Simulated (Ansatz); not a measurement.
**A hypothetical structure for Cd2Mo**

Starting from a made-up structure for Cd2Mo, the aim is the relaxed cell, its shortest contacts and, where a second run follows, its electronic structure.

Calculated with Ansatz 0.2.0; DFT, r2SCAN, plane-wave PAW, files of the set soft_1, scalar-relativistic, no spin, cell and ions relaxed at zero pressure; PAW set soft_1, in the first sound run; inputs show where later runs differ.

## (1) The starting structure

Symmetry: Fd-3m, No. 227, cubic system. Conventional cell: a = 8.086 Å, b = 8.086 Å, c = 8.086 Å, α = 90.00°, β = 90.00°, γ = 90.00°. Nearest to Cd lie 6 Cd at 2.86 Å and 6 Mo at 3.35 Å. Nearest to Mo lie 12 Cd at 3.35 Å and 4 Mo at 3.50 Å. Farther neighbours are not listed.

## (2) Relaxation of the guess

The guess takes its coordinates from another compound and its volume from a rule, so the cell and any free coordinates are relaxed together.

input.yaml

```yaml
crystal:
  lattice:
    - [0.0, 4.043, 4.043]
    - [4.043, 0.0, 4.043]
    - [4.043, 4.043, 0.0]
  atoms:
    - { symbol: Cd, position: [0.625, 0.125, 0.625] }
    - { symbol: Cd, position: [0.625, 0.625, 0.125] }
    - { symbol: Cd, position: [0.125, 0.625, 0.625] }
    - { symbol: Cd, position: [0.625, 0.625, 0.625] }
    - { symbol: Mo, position: [0.25, 0.25, 0.25] }
    - { symbol: Mo, position: [0.0, 0.0, 0.0] }
kpoints:
  mp_grid: { grid: [6, 6, 6] }
scf:
  occupations: { method: fermi_dirac, width: 0.05 }
hamiltonian:
  xc: r2scan
  pseudopotentials: { kind: paw, azcp: { folder: soft_1 } }
relax:
  f_tol: 0.015
  max_steps: 70
  cell: {}
output:
  forces: true
  stress: true
```

Started as:

```
ansatz run input.yaml --threads 4 --pin off --max-ram 10240MiB --backend cpu --events-out ev --progress --plain --runs-dir out
```

Numbers of over 12 decimals in the logs are rounded to 6 here.

The program printed:

```text
Engine: ansatz 0.2.0, x86_64-unknown-linux-gnu
Pseudopotentials: kind: paw
Pseudopotential: Cd, paw, valence charge 20, recommended cutoff 500 eV (meta_gga), soft_1/Cd.paw.azcp
Pseudopotential: Mo, paw, valence charge 14, recommended cutoff 500 eV (meta_gga), soft_1/Mo.paw.azcp
Functional definition: r2SCAN
  parameter k0 = 0.174
  parameter k1 = 0.065
  parameter a1 = 4.9479
  exchange = r2scan_x(k0 = k0, k1 = k1, a1 = a1)
  correlation = r2scan_c
Crystal: 6 atoms, lattice volume = 132.173 Å³
Basis set: ecut = 500 eV, 3383 PW (Γ), exchange–correlation on 180×180×180 points (64 copies of the dense FFT grid, shifted against one another)
Bands: 65, of which v1, the nominal top of the filled ones, is band 54 counted from 1 (53 counted from 0)
Symmetry: 48 space group operations
Space group: Fd-3m (ITA 227), of the structure as read, at distance tolerance 5.1e-5 Å
k-points: 16 of 216
Non-local potential: Cd, projectors of the file, l = 0: 3, l = 1: 2, l = 2: 2, l = 3: 1
Non-local potential: Mo, projectors of the file, l = 0: 3, l = 1: 2, l = 2: 2, l = 3: 1
PAW form: soft (Blöchl's): semilocal exchange-correlation on the pseudo side does not see the compensation charge
PAW frozen core: Cd, regenerated for the run's functional (the file was generated under x = pbe(κ = 0.804, μ = 0.219515), c = pbe(β = 0.066725))
PAW frozen core: Mo, regenerated for the run's functional (the file was generated under x = pbe(κ = 0.804, μ = 0.219515), c = pbe(β = 0.066725))
PAW one-centre angular grid: Cd, 590 points (default); XC on 160 Gauss nodes
PAW one-centre angular grid: Mo, 590 points (default); XC on 160 Gauss nodes
Initial density: superposition of atomic densities (chi_scale 0.1, normalization cell, long waves kept (reshape's long-wave potential 0.00 eV rms))
Initial wavefunctions: pseudopotential atomic-orbital guess
Functional: x = r2scan, c = r2scan; τ floored in thin density (d = 2e-4 eV/Å³)
SCF iter   1: F=—  HF=-43007.544741 eV  |F-HF|=—  |Δ(HF+E_count)|=         —  Δρ=9.95e-2  dr2=2.88e1  dr2_τ=1.16e0  ethr=3.10e-3  ⟨swp⟩=5.8  Hψ=3432  notcnv=0
preconditioner: auto → Resta (q_TF=auto, 2.638 Å⁻¹)  ε∞=6.4  [insulator: Δε(μ)=0.255 eV  Ē_g=10.808 eV  σ=0.050 eV  W_gap=0.85  n_scr=50 (ndim 8)  ℏωp=25.0 eV  f_vac=0.000  D(μ)=0.88/eV (n_scr^D=0)  ε∞_Penn≈6.4]
SCF iter   2: F=—  HF=-43002.486988 eV  |F-HF|=—  |Δ(HF+E_count)|=    5.06e0  Δρ=1.96e-2  dr2=6.97e-1  dr2_τ=9.80e-1  ethr=3.10e-3  ⟨swp⟩=3.2  Hψ=2089  notcnv=0  defer=34
preconditioner: auto → Kerker (q_TF=auto, 2.638 Å⁻¹)  [metal: Δε(μ)=0.014 eV  Ē_g=9.418 eV  σ=0.050 eV  W_gap=0.07  n_scr=50 (ndim 8)  ℏωp=25.0 eV  f_vac=0.000  D(μ)=6.84/eV (n_scr^D=58)]
SCF iter   3: F=—  HF=-43002.789486 eV  |F-HF|=—  |Δ(HF+E_count)|=   3.02e-1  Δρ=1.38e-2  dr2=2.66e-1  dr2_τ=4.78e-3  ethr=6.46e-4  ⟨swp⟩=2.1  Hψ=1314  notcnv=0  defer=35
SCF iter   4: F=—  HF=-43002.904180 eV  |F-HF|=—  |Δ(HF+E_count)|=   1.15e-1  Δρ=4.64e-3  dr2=8.04e-2  dr2_τ=3.78e-3  ethr=2.47e-4  ⟨swp⟩=2.8  Hψ=1744  notcnv=0  defer=35
SCF iter   5: F=—  HF=-43002.899529 eV  |F-HF|=—  |Δ(HF+E_count)|=   4.65e-3  Δρ=1.19e-3  dr2=3.71e-3  dr2_τ=9.71e-5  ethr=7.44e-5  ⟨swp⟩=2.0  Hψ=1274  notcnv=0  defer=35
SCF iter   6: F=—  HF=-43002.899786 eV  |F-HF|=—  |Δ(HF+E_count)|=   2.57e-4  Δρ=7.46e-4  dr2=1.89e-3  dr2_τ=9.64e-5  ethr=3.44e-6  ⟨swp⟩=2.0  Hψ=1702  notcnv=0  defer=35
SCF iter   7: F=—  HF=-43002.899578 eV  |F-HF|=—  |Δ(HF+E_count)|=   2.08e-4  Δρ=1.87e-4  dr2=1.43e-4  dr2_τ=2.68e-6  ethr=1.75e-6  ⟨swp⟩=2.0  Hψ=1067  notcnv=0  defer=35
SCF iter   8: F=—  HF=-43002.899585 eV  |F-HF|=—  |Δ(HF+E_count)|=   7.15e-6  Δρ=1.18e-4  dr2=4.08e-5  dr2_τ=2.08e-6  ethr=1.32e-7  ⟨swp⟩=2.0  Hψ=1449  notcnv=0  defer=35
SCF iter   9: F=—  HF=-43002.899681 eV  |F-HF|=—  |Δ(HF+E_count)|=   9.57e-5  Δρ=1.01e-5  dr2=2.62e-7  dr2_τ=1.13e-7  ethr=3.78e-8  ⟨swp⟩=2.0  Hψ=1127  notcnv=0  defer=35
SCF iter  10: F=-43002.899681 eV  HF=-43002.899681 eV  |F-HF|=4.54e-8  |Δ(HF+E_count)|=   7.23e-8  Δρ=5.19e-6  dr2=7.92e-8  dr2_τ=1.67e-9  ethr=9.26e-11  ⟨swp⟩=4.0  Hψ=2987  notcnv=0
SCF 1 converged in 10 iterations: F = -43002.899681 eV  dr2 = 7.92e-8
  greatest PAW one-centre occupation: 1.002 electrons in one spin orbital (limit 2), on the Cd atom at site 1 (counted from 0), in its partial waves of l = 0
relax step   1: F+E_penalty+E_count = -43002.89968102 eV  Δ(F+E_penalty+E_count) = +0.000e0 eV  max|allowed force component| = 2.120e-18 eV/Å  Δτ_max = 0.0000 Å  P = -15.347 GPa  Ω = 132.173 Å³  (10 SCF iters, dr2 threshold 1.00e-7 eV, accepted)
Crystal: 6 atoms, lattice volume = 113.769 Å³
Basis set: ecut = 500 eV, 2891 PW (Γ), exchange–correlation on 180×180×180 points (64 copies of the dense FFT grid, shifted against one another)
Initial density: handed on by an earlier stage of this run
Initial wavefunctions: those handed on with the density
iter 1 solved again at ethr=2.89e-4 eV; its pass at ethr=3.10e-3 eV (dr2=3.12e-1 eV) is discarded
SCF iter   1: F=—  HF=-43001.601943 eV  |F-HF|=—  |Δ(HF+E_count)|=         —  Δρ=1.36e-2  dr2=3.22e-1  dr2_τ=2.07e0  ethr=2.89e-4  ⟨swp⟩=2.0  Hψ=4335  notcnv=0
preconditioner: auto → Kerker (q_TF=auto, 2.705 Å⁻¹)  [metal: Δε(μ)=0.068 eV  Ē_g=10.572 eV  σ=0.050 eV  W_gap=0.33  n_scr=26 (ndim 8)  ℏωp=27.0 eV  f_vac=0.000  D(μ)=4.51/eV (n_scr^D=26)]
SCF iter   2: F=—  HF=-43004.149960 eV  |F-HF|=—  |Δ(HF+E_count)|=    2.55e0  Δρ=4.20e-3  dr2=2.07e-2  dr2_τ=8.72e-3  ethr=2.89e-4  ⟨swp⟩=3.1  Hψ=2029  notcnv=0
SCF iter   3: F=—  HF=-43004.157990 eV  |F-HF|=—  |Δ(HF+E_count)|=   8.03e-3  Δρ=2.57e-3  dr2=7.53e-3  dr2_τ=2.44e-4  ethr=1.92e-5  ⟨swp⟩=2.2  Hψ=1785  notcnv=0  defer=2
SCF iter   4: F=—  HF=-43004.159928 eV  |F-HF|=—  |Δ(HF+E_count)|=   1.94e-3  Δρ=4.31e-4  dr2=4.38e-4  dr2_τ=3.11e-5  ethr=6.97e-6  ⟨swp⟩=2.0  Hψ=1602  notcnv=0  defer=2
SCF iter   5: F=—  HF=-43004.160080 eV  |F-HF|=—  |Δ(HF+E_count)|=   1.51e-4  Δρ=2.36e-4  dr2=8.26e-5  dr2_τ=8.03e-7  ethr=4.05e-7  ⟨swp⟩=2.6  Hψ=1532  notcnv=0  defer=2
SCF iter   6: F=—  HF=-43004.160074 eV  |F-HF|=—  |Δ(HF+E_count)|=   5.60e-6  Δρ=5.89e-5  dr2=1.13e-5  dr2_τ=6.30e-7  ethr=7.65e-8  ⟨swp⟩=2.0  Hψ=1481  notcnv=0  defer=2
SCF iter   7: F=—  HF=-43004.160074 eV  |F-HF|=—  |Δ(HF+E_count)|=   4.82e-7  Δρ=2.12e-5  dr2=1.51e-6  dr2_τ=2.73e-8  ethr=1.05e-8  ⟨swp⟩=2.1  Hψ=1144  notcnv=0  defer=2
SCF iter   8: F=-43004.160074 eV  HF=-43004.160074 eV  |F-HF|=9.13e-8  |Δ(HF+E_count)|=   1.20e-7  Δρ=6.66e-6  dr2=1.39e-7  dr2_τ=2.70e-9  ethr=5.56e-10  ⟨swp⟩=4.0  Hψ=3002  notcnv=0
SCF 2 converged in 8 iterations: F = -43004.160074 eV  dr2 = 1.39e-7
  greatest PAW one-centre occupation: 1.003 electrons in one spin orbital (limit 2), on the Cd atom at site 1 (counted from 0), in its partial waves of l = 0
relax step   2: F+E_penalty+E_count = -43004.16007357 eV  Δ(F+E_penalty+E_count) = -1.260e0 eV  max|allowed force component| = 3.180e-17 eV/Å  Δτ_max = 0.0000 Å  P = -4.413 GPa  Ω = 113.769 Å³  energy of the carried Pulay correction = +1.409e-2 eV  (8 SCF iters, dr2 threshold 6.00e-7 eV, accepted)
Crystal: 6 atoms, lattice volume = 107.727 Å³
Basis set: ecut = 500 eV, 2733 PW (Γ), exchange–correlation on 180×180×180 points (64 copies of the dense FFT grid, shifted against one another)
iter 1 solved again at ethr=3.83e-5 eV; its pass at ethr=3.10e-3 eV (dr2=4.14e-2 eV) is discarded
SCF iter   1: F=—  HF=-43003.764490 eV  |F-HF|=—  |Δ(HF+E_count)|=         —  Δρ=5.61e-3  dr2=4.29e-2  dr2_τ=2.97e-1  ethr=3.83e-5  ⟨swp⟩=1.3  Hψ=4239  notcnv=0
preconditioner: auto → Kerker (q_TF=auto, 2.729 Å⁻¹)  [metal: Δε(μ)=0.036 eV  Ē_g=10.903 eV  σ=0.050 eV  W_gap=0.18  n_scr=26 (ndim 8)  ℏωp=27.7 eV  f_vac=0.000  D(μ)=4.63/eV (n_scr^D=50)]
SCF iter   2: F=—  HF=-43004.206965 eV  |F-HF|=—  |Δ(HF+E_count)|=   4.42e-1  Δρ=1.66e-3  dr2=3.82e-3  dr2_τ=1.62e-3  ethr=3.83e-5  ⟨swp⟩=2.7  Hψ=2071  notcnv=0
SCF iter   3: F=—  HF=-43004.207678 eV  |F-HF|=—  |Δ(HF+E_count)|=   7.13e-4  Δρ=1.11e-3  dr2=1.50e-3  dr2_τ=4.23e-5  ethr=3.54e-6  ⟨swp⟩=1.0  Hψ=1070  notcnv=0
SCF iter   4: F=—  HF=-43004.207955 eV  |F-HF|=—  |Δ(HF+E_count)|=   2.77e-4  Δρ=2.38e-4  dr2=8.39e-5  dr2_τ=3.75e-6  ethr=1.39e-6  ⟨swp⟩=2.9  Hψ=1662  notcnv=0
SCF iter   5: F=—  HF=-43004.208021 eV  |F-HF|=—  |Δ(HF+E_count)|=   6.58e-5  Δρ=6.26e-5  dr2=4.08e-6  dr2_τ=2.50e-7  ethr=7.77e-8  ⟨swp⟩=2.0  Hψ=1612  notcnv=0
SCF iter   6: F=—  HF=-43004.208020 eV  |F-HF|=—  |Δ(HF+E_count)|=   5.67e-7  Δρ=2.71e-5  dr2=2.15e-6  dr2_τ=9.39e-8  ethr=5.56e-10  ⟨swp⟩=4.0  Hψ=3412  notcnv=0
SCF iter   7: F=-43004.208020 eV  HF=-43004.208020 eV  |F-HF|=1.04e-7  |Δ(HF+E_count)|=   1.85e-7  Δρ=8.80e-6  dr2=1.74e-7  dr2_τ=1.48e-9  ethr=5.56e-10  ⟨swp⟩=2.9  Hψ=3162  notcnv=0
SCF 3 converged in 7 iterations: F = -43004.208020 eV  dr2 = 1.74e-7
  greatest PAW one-centre occupation: 1.003 electrons in one spin orbital (limit 2), on the Cd atom at site 3 (counted from 0), in its partial waves of l = 0
relax step   3: F+E_penalty+E_count = -43004.20802009 eV  Δ(F+E_penalty+E_count) = -4.795e-2 eV  max|allowed force component| = 2.872e-17 eV/Å  Δτ_max = 0.0000 Å  P = +2.530 GPa  Ω = 107.727 Å³  energy of the carried Pulay correction = +1.918e-2 eV  (7 SCF iters, dr2 threshold 6.00e-7 eV, accepted)
Crystal: 6 atoms, lattice volume = 109.744 Å³
Basis set: ecut = 500 eV, 2741 PW (Γ), exchange–correlation on 180×180×180 points (64 copies of the dense FFT grid, shifted against one another)
iter 1 solved again at ethr=6.39e-6 eV; its pass at ethr=3.10e-3 eV (dr2=6.91e-3 eV) is discarded
SCF iter   1: F=—  HF=-43004.166854 eV  |F-HF|=—  |Δ(HF+E_count)|=         —  Δρ=2.23e-3  dr2=7.14e-3  dr2_τ=3.54e-2  ethr=6.39e-6  ⟨swp⟩=2.0  Hψ=4421  notcnv=0
preconditioner: auto → Kerker (q_TF=auto, 2.721 Å⁻¹)  [metal: Δε(μ)=0.076 eV  Ē_g=10.771 eV  σ=0.050 eV  W_gap=0.32  n_scr=26 (ndim 8)  ℏωp=27.5 eV  f_vac=0.000  D(μ)=4.92/eV (n_scr^D=50)]
SCF iter   2: F=—  HF=-43004.221404 eV  |F-HF|=—  |Δ(HF+E_count)|=   5.46e-2  Δρ=6.91e-4  dr2=8.12e-4  dr2_τ=3.58e-4  ethr=6.39e-6  ⟨swp⟩=2.0  Hψ=2001  notcnv=0
SCF iter   3: F=—  HF=-43004.221452 eV  |F-HF|=—  |Δ(HF+E_count)|=   4.75e-5  Δρ=4.23e-4  dr2=2.56e-4  dr2_τ=7.57e-6  ethr=7.52e-7  ⟨swp⟩=1.2  Hψ=1045  notcnv=0
SCF iter   4: F=—  HF=-43004.221589 eV  |F-HF|=—  |Δ(HF+E_count)|=   1.37e-4  Δρ=1.52e-4  dr2=3.45e-5  dr2_τ=9.42e-7  ethr=2.37e-7  ⟨swp⟩=2.7  Hψ=1652  notcnv=0
SCF iter   5: F=—  HF=-43004.221584 eV  |F-HF|=—  |Δ(HF+E_count)|=   4.72e-6  Δρ=2.26e-5  dr2=6.71e-7  dr2_τ=8.29e-8  ethr=3.19e-8  ⟨swp⟩=2.0  Hψ=1619  notcnv=0
SCF iter   6: F=-43004.221584 eV  HF=-43004.221584 eV  |F-HF|=3.65e-8  |Δ(HF+E_count)|=   4.93e-8  Δρ=8.62e-6  dr2=8.87e-8  dr2_τ=6.52e-9  ethr=5.56e-10  ⟨swp⟩=4.0  Hψ=2959  notcnv=0
SCF 4 converged in 6 iterations: F = -43004.221584 eV  dr2 = 8.87e-8
  greatest PAW one-centre occupation: 1.003 electrons in one spin orbital (limit 2), on the Cd atom at site 2 (counted from 0), in its partial waves of l = 0
relax step   4: F+E_penalty+E_count = -43004.22158393 eV  Δ(F+E_penalty+E_count) = -1.356e-2 eV  max|allowed force component| = 2.043e-17 eV/Å  Δτ_max = 0.0000 Å  P = -0.051 GPa  Ω = 109.744 Å³  energy of the carried Pulay correction = +1.745e-2 eV  (6 SCF iters, dr2 threshold 6.00e-7 eV, accepted)
Crystal: 6 atoms, lattice volume = 109.702 Å³
iter 1 solved again at ethr=2.99e-9 eV; its pass at ethr=3.10e-3 eV (dr2=3.23e-6 eV) is discarded
SCF iter   1: F=—  HF=-43004.221603 eV  |F-HF|=—  |Δ(HF+E_count)|=         —  Δρ=4.39e-5  dr2=3.21e-6  dr2_τ=1.48e-5  ethr=2.99e-9  ⟨swp⟩=2.0  Hψ=3990  notcnv=0
preconditioner: auto → Kerker (q_TF=auto, 2.721 Å⁻¹)  [metal: Δε(μ)=0.022 eV  Ē_g=10.778 eV  σ=0.050 eV  W_gap=0.11  n_scr=26 (ndim 8)  ℏωp=27.5 eV  f_vac=0.000  D(μ)=4.87/eV (n_scr^D=50)]
SCF iter   2: F=—  HF=-43004.221626 eV  |F-HF|=—  |Δ(HF+E_count)|=   2.32e-5  Δρ=1.48e-5  dr2=2.43e-7  dr2_τ=1.46e-7  ethr=2.97e-9  ⟨swp⟩=2.0  Hψ=1661  notcnv=0
SCF iter   3: F=—  HF=-43004.221627 eV  |F-HF|=—  |Δ(HF+E_count)|=   5.41e-8  Δρ=9.55e-6  dr2=8.55e-8  dr2_τ=4.47e-9  ethr=2.25e-10  ⟨swp⟩=1.2  Hψ=1044  notcnv=0
SCF iter   4: F=—  HF=-43004.221627 eV  |F-HF|=—  |Δ(HF+E_count)|=   4.00e-8  Δρ=2.86e-6  dr2=1.25e-8  dr2_τ=5.06e-10  ethr=7.92e-11  ⟨swp⟩=2.8  Hψ=1851  notcnv=0
SCF iter   5: F=-43004.221627 eV  HF=-43004.221627 eV  |F-HF|=1.46e-11  |Δ(HF+E_count)|=   2.00e-9  Δρ=2.46e-7  dr2=4.67e-11  dr2_τ=1.98e-11  ethr=6.08e-12  ⟨swp⟩=4.0  Hψ=2924  notcnv=0
SCF 5 converged in 5 iterations: F = -43004.221627 eV  dr2 = 4.67e-11
relax step   5: F+E_penalty+E_count = -43004.22162654 eV  Δ(F+E_penalty+E_count) = -4.262e-5 eV  max|allowed force component| = 2.679e-17 eV/Å  Δτ_max = 0.0000 Å  P = -0.001 GPa  Ω = 109.702 Å³  energy of the carried Pulay correction = +1.749e-2 eV  (5 SCF iters, dr2 threshold 6.57e-9 eV, accepted)
Basis set: ecut = 500 eV, 2733 PW (Γ), exchange–correlation on 160×160×160 points (64 copies of the dense FFT grid, shifted against one another)
Initial wavefunctions: pseudopotential atomic-orbital guess (no wavefunctions were taken with the density)
iter 1 solved again at ethr=6.10e-8 eV; its pass at ethr=3.10e-3 eV (dr2=6.59e-5 eV) is discarded
SCF iter   1: F=—  HF=-43004.204303 eV  |F-HF|=—  |Δ(HF+E_count)|=         —  Δρ=6.96e-4  dr2=4.16e-5  dr2_τ=5.60e-4  ethr=6.10e-8  ⟨swp⟩=3.0  Hψ=5934  notcnv=0
SCF iter   2: F=—  HF=-43004.204388 eV  |F-HF|=—  |Δ(HF+E_count)|=   8.47e-5  Δρ=3.63e-4  dr2=1.19e-5  dr2_τ=9.70e-6  ethr=3.85e-8  ⟨swp⟩=2.0  Hψ=1756  notcnv=0
SCF iter   3: F=—  HF=-43004.204380 eV  |F-HF|=—  |Δ(HF+E_count)|=   7.38e-6  Δρ=4.33e-5  dr2=5.26e-7  dr2_τ=2.26e-7  ethr=1.10e-8  ⟨swp⟩=2.0  Hψ=1881  notcnv=0
SCF iter   4: F=—  HF=-43004.204380 eV  |F-HF|=—  |Δ(HF+E_count)|=   1.29e-7  Δρ=1.12e-5  dr2=1.22e-7  dr2_τ=9.30e-9  ethr=4.87e-10  ⟨swp⟩=2.0  Hψ=1511  notcnv=0
SCF iter   5: F=—  HF=-43004.204380 eV  |F-HF|=—  |Δ(HF+E_count)|=   2.51e-8  Δρ=2.37e-6  dr2=4.70e-9  dr2_τ=6.82e-10  ethr=1.13e-10  ⟨swp⟩=2.0  Hψ=1854  notcnv=0
SCF iter   6: F=—  HF=-43004.204380 eV  |F-HF|=—  |Δ(HF+E_count)|=   2.03e-9  Δρ=6.98e-7  dr2=2.79e-10  dr2_τ=7.63e-11  ethr=4.35e-12  ⟨swp⟩=3.0  Hψ=1930  notcnv=0
SCF iter   7: F=-43004.204380 eV  HF=-43004.204380 eV  |F-HF|=2.91e-11  |Δ(HF+E_count)|=  3.27e-10  Δρ=2.16e-7  dr2=4.73e-11  dr2_τ=1.08e-11  ethr=1.00e-12  ⟨swp⟩=4.1  Hψ=3419  notcnv=0
SCF 6 converged in 7 iterations: F = -43004.204380 eV  dr2 = 4.73e-11
  greatest PAW one-centre occupation: 1.002 electrons in one spin orbital (limit 2), on the Cd atom at site 3 (counted from 0), in its partial waves of l = 0
relax step   6: F+E_penalty+E_count = -43004.20438013 eV  Δ(F+E_penalty+E_count) = +1.725e-2 eV  max|allowed force component| = 2.891e-17 eV/Å  Δτ_max = 0.0000 Å  P = -0.003 GPa  Ω = 109.702 Å³  stress off target by 3.21e-3 GPa  SCF on the basis re-selected at this cell (its energy is not comparable with the rows above)  (7 SCF iters)
basis re-selected at this cell: Δ(F+E_penalty+E_count) = +1.725e-2 eV, ΔP = -0.002 GPa vs the last step (what re-selecting the basis moved, of the pressure what is left beyond the Pulay correction that the steps carried, after the strain that the cell walked since its last selection, with what the two solves' SCF thresholds leave and, on support functions, any second-order correction that the steps lacked; it is no measure of the basis error at this ecutwfc). The dense FFT grid was sized anew with the basis: this SCF ran on 40×40×40 points, the steps before it on 45×45×45, so part of this shift can come from that change (see relax.cell in the input reference). [rest of the remark cut]
SCF converged after 7 iterations
Free energy (F): -43004.204380 eV
Harris-Foulkes:  -43004.204380 eV  (|F-HF|=2.91e-11)
Internal energy: -43004.166701 eV  (E = F + TS)
E sigma→0 (E₀):  -43004.185541 eV
Entropy (-TS):   -0.037679 eV (-6.280 meV/atom)
Fermi energy:    17.497867 eV
--- Per-component energies (eV) ---
  E_band       = -1675.699552
  E_kinetic    = 2596.031423
  E_local      = -13567.811630  (includes V_loc(G=0)·N_el)
  E_nonlocal   = 774.459207
  E_hartree    = 6201.656405
  E_xc         = -936.960199
  E_vxc        = -1360.035598  (∫ρ·V_xc dr)
  E_paw        = -22929.026288  (= ΣΔE_a)
  E_vpaw       = -2614.492316  (= ΣTr[D̂ρ^β])
  E_aug_tail   = 0.000088  (compensation charges beyond the density's cutoff)
  E_vtau       = 92.836884  (kinetic-family band-sum trace: ∫τ·v_τ [+ j·A + Jᵃ·Aᵃ] dr)
  E_ewald      = -15139.814246
  E_core_change = -2.701461  (= ΣΔE_core)
  E_smearing   = -0.037679  (= −TS)
  E_closure    = 0.000000  (closes the sum)
  Σ components = -43004.204380   (vs F -43004.204380, Δ=0.00e0)
--- Forces (eV/Å), atoms counted from 1 ---
  atom   1  Cd     0.00000000    -0.00000000    -0.00000000
  atom   2  Cd     0.00000000    -0.00000000     0.00000000
  atom   3  Cd     0.00000000     0.00000000    -0.00000000
  atom   4  Cd     0.00000000    -0.00000000    -0.00000000
  atom   5  Mo     0.00000000    -0.00000000    -0.00000000
  atom   6  Mo     0.00000000     0.00000000     0.00000000
  max |Σ_I F_I| component: 2.31e-18 eV/Å
--- Stress (GPa, compression-positive) ---
       -0.003207      -0.000000      -0.000000
        0.000000      -0.003207       0.000000
       -0.000000       0.000000      -0.003207
  P = ⅓ Tr σ = -0.0032 GPa (-0.032 kbar)
--- Relaxed structure (5 steps of the walk, 5 accepted, 1 SCFs on fresh bases) ---
  F+E_penalty+E_count = -43004.20438013 eV   max|allowed force component| = 2.891e-17 eV/Å   (the final SCF, on the basis selected at the relaxed cell)
  cell:  # Å, volume = 109.7018 Å³
    - [0, 3.799513, 3.799513]
    - [3.799513, 0, 3.799513]
    - [3.799513, 3.799513, 0]
  atoms:
    - { symbol: Cd, position: [0.625, 0.125000, 0.625] }
    - { symbol: Cd, position: [0.625, 0.625, 0.125000] }
    - { symbol: Cd, position: [0.125000, 0.625, 0.625] }
    - { symbol: Cd, position: [0.625, 0.625, 0.625] }
    - { symbol: Mo, position: [0.25, 0.25, 0.25] }
    - { symbol: Mo, position: [0, 0, 0] }
```

Run time: 13 s. Hardware: 4 threads of INTEL XEON PLATINUM 8581C at 2.30GHz (Emerald Rapids), shared host; peak memory 1 GiB; 45 s of CPU time.

The steps of the relaxation:

| step | energy less that of the first step (eV) | largest force component (eV/Å) | pressure (GPa) | volume (Å³) |
| --- | --- | --- | --- | --- |
| 1 | 0.0000 | 0.0000 | -15.35 | 132.17 |
| 2 | -1.2604 | 0.0000 | -4.41 | 113.77 |
| 3 | -1.3083 | 0.0000 | 2.53 | 107.73 |
| 4 | -1.3219 | 0.0000 | -0.05 | 109.74 |
| 5 | -1.3219 | 0.0000 | 0.00 | 109.70 |
| 6* | -1.3047 | 0.0000 | 0.00 | 109.70 |

Relaxation steps marked * repeat the geometry before them on a plane-wave basis chosen anew for their cell, so energy and pressure can jump there.

The run keeps the 48 symmetry operations that it works with, so distortions that break them were not tested.

| conventional cell, symmetrised | before | after | change |
| --- | --- | --- | --- |
| a (Å) | 8.086 | 7.599 | -6.0 % |
| b (Å) | 8.086 | 7.599 | -6.0 % |
| c (Å) | 8.086 | 7.599 | -6.0 % |
| volume (Å³/atom) | 22.03 | 18.28 | -17.0 % |

The relaxed structure:

```cif
data_structure
_symmetry_space_group_name_H-M 'P 1'
_symmetry_Int_Tables_number 1
_cell_length_a 5.3733
_cell_length_b 5.3733
_cell_length_c 5.3733
_cell_angle_alpha 60.000
_cell_angle_beta 60.000
_cell_angle_gamma 60.000
_cell_volume 109.70
loop_
_atom_site_label
_atom_site_type_symbol
_atom_site_fract_x
_atom_site_fract_y
_atom_site_fract_z
_atom_site_occupancy
Cd1 Cd 0.62500 0.12500 0.62500 1
Cd2 Cd 0.62500 0.62500 0.12500 1
Cd3 Cd 0.12500 0.62500 0.62500 1
Cd4 Cd 0.62500 0.62500 0.62500 1
Mo5 Mo 0.25000 0.25000 0.25000 1
Mo6 Mo 0.00000 0.00000 0.00000 1
```

This step gave:

* free energy: -43004.2044 eV
* energy at zero smearing: -43004.1855 eV
* smearing term TS: 0.03768 eV
* Fermi energy: 17.50 eV
* electrons: 108
* symmetry operations: 48
* pressure: -0.003207 GPa

The shortest distance of each pair, which need not be the same contact before and after:

| pair | guess (Å) | relaxed (Å) |
| --- | --- | --- |
| Cd–Cd | 2.859 | 2.687 |
| Cd–Mo | 3.352 | 3.150 |
| Mo–Mo | 3.501 | 3.290 |

The relaxation ends with a pressure of 0.00 GPa.

[end of part 1 of 2]

[Logs are printed without paths, hosts, clocks, repeated set-up lines and the standing remarks that a program may print on its own settings, such as how far it seeks lower states.]

[Hosts, paths, dates, database ids (printed as entryN), source tags and the programs' standing remarks are cut or masked in the printed files.]
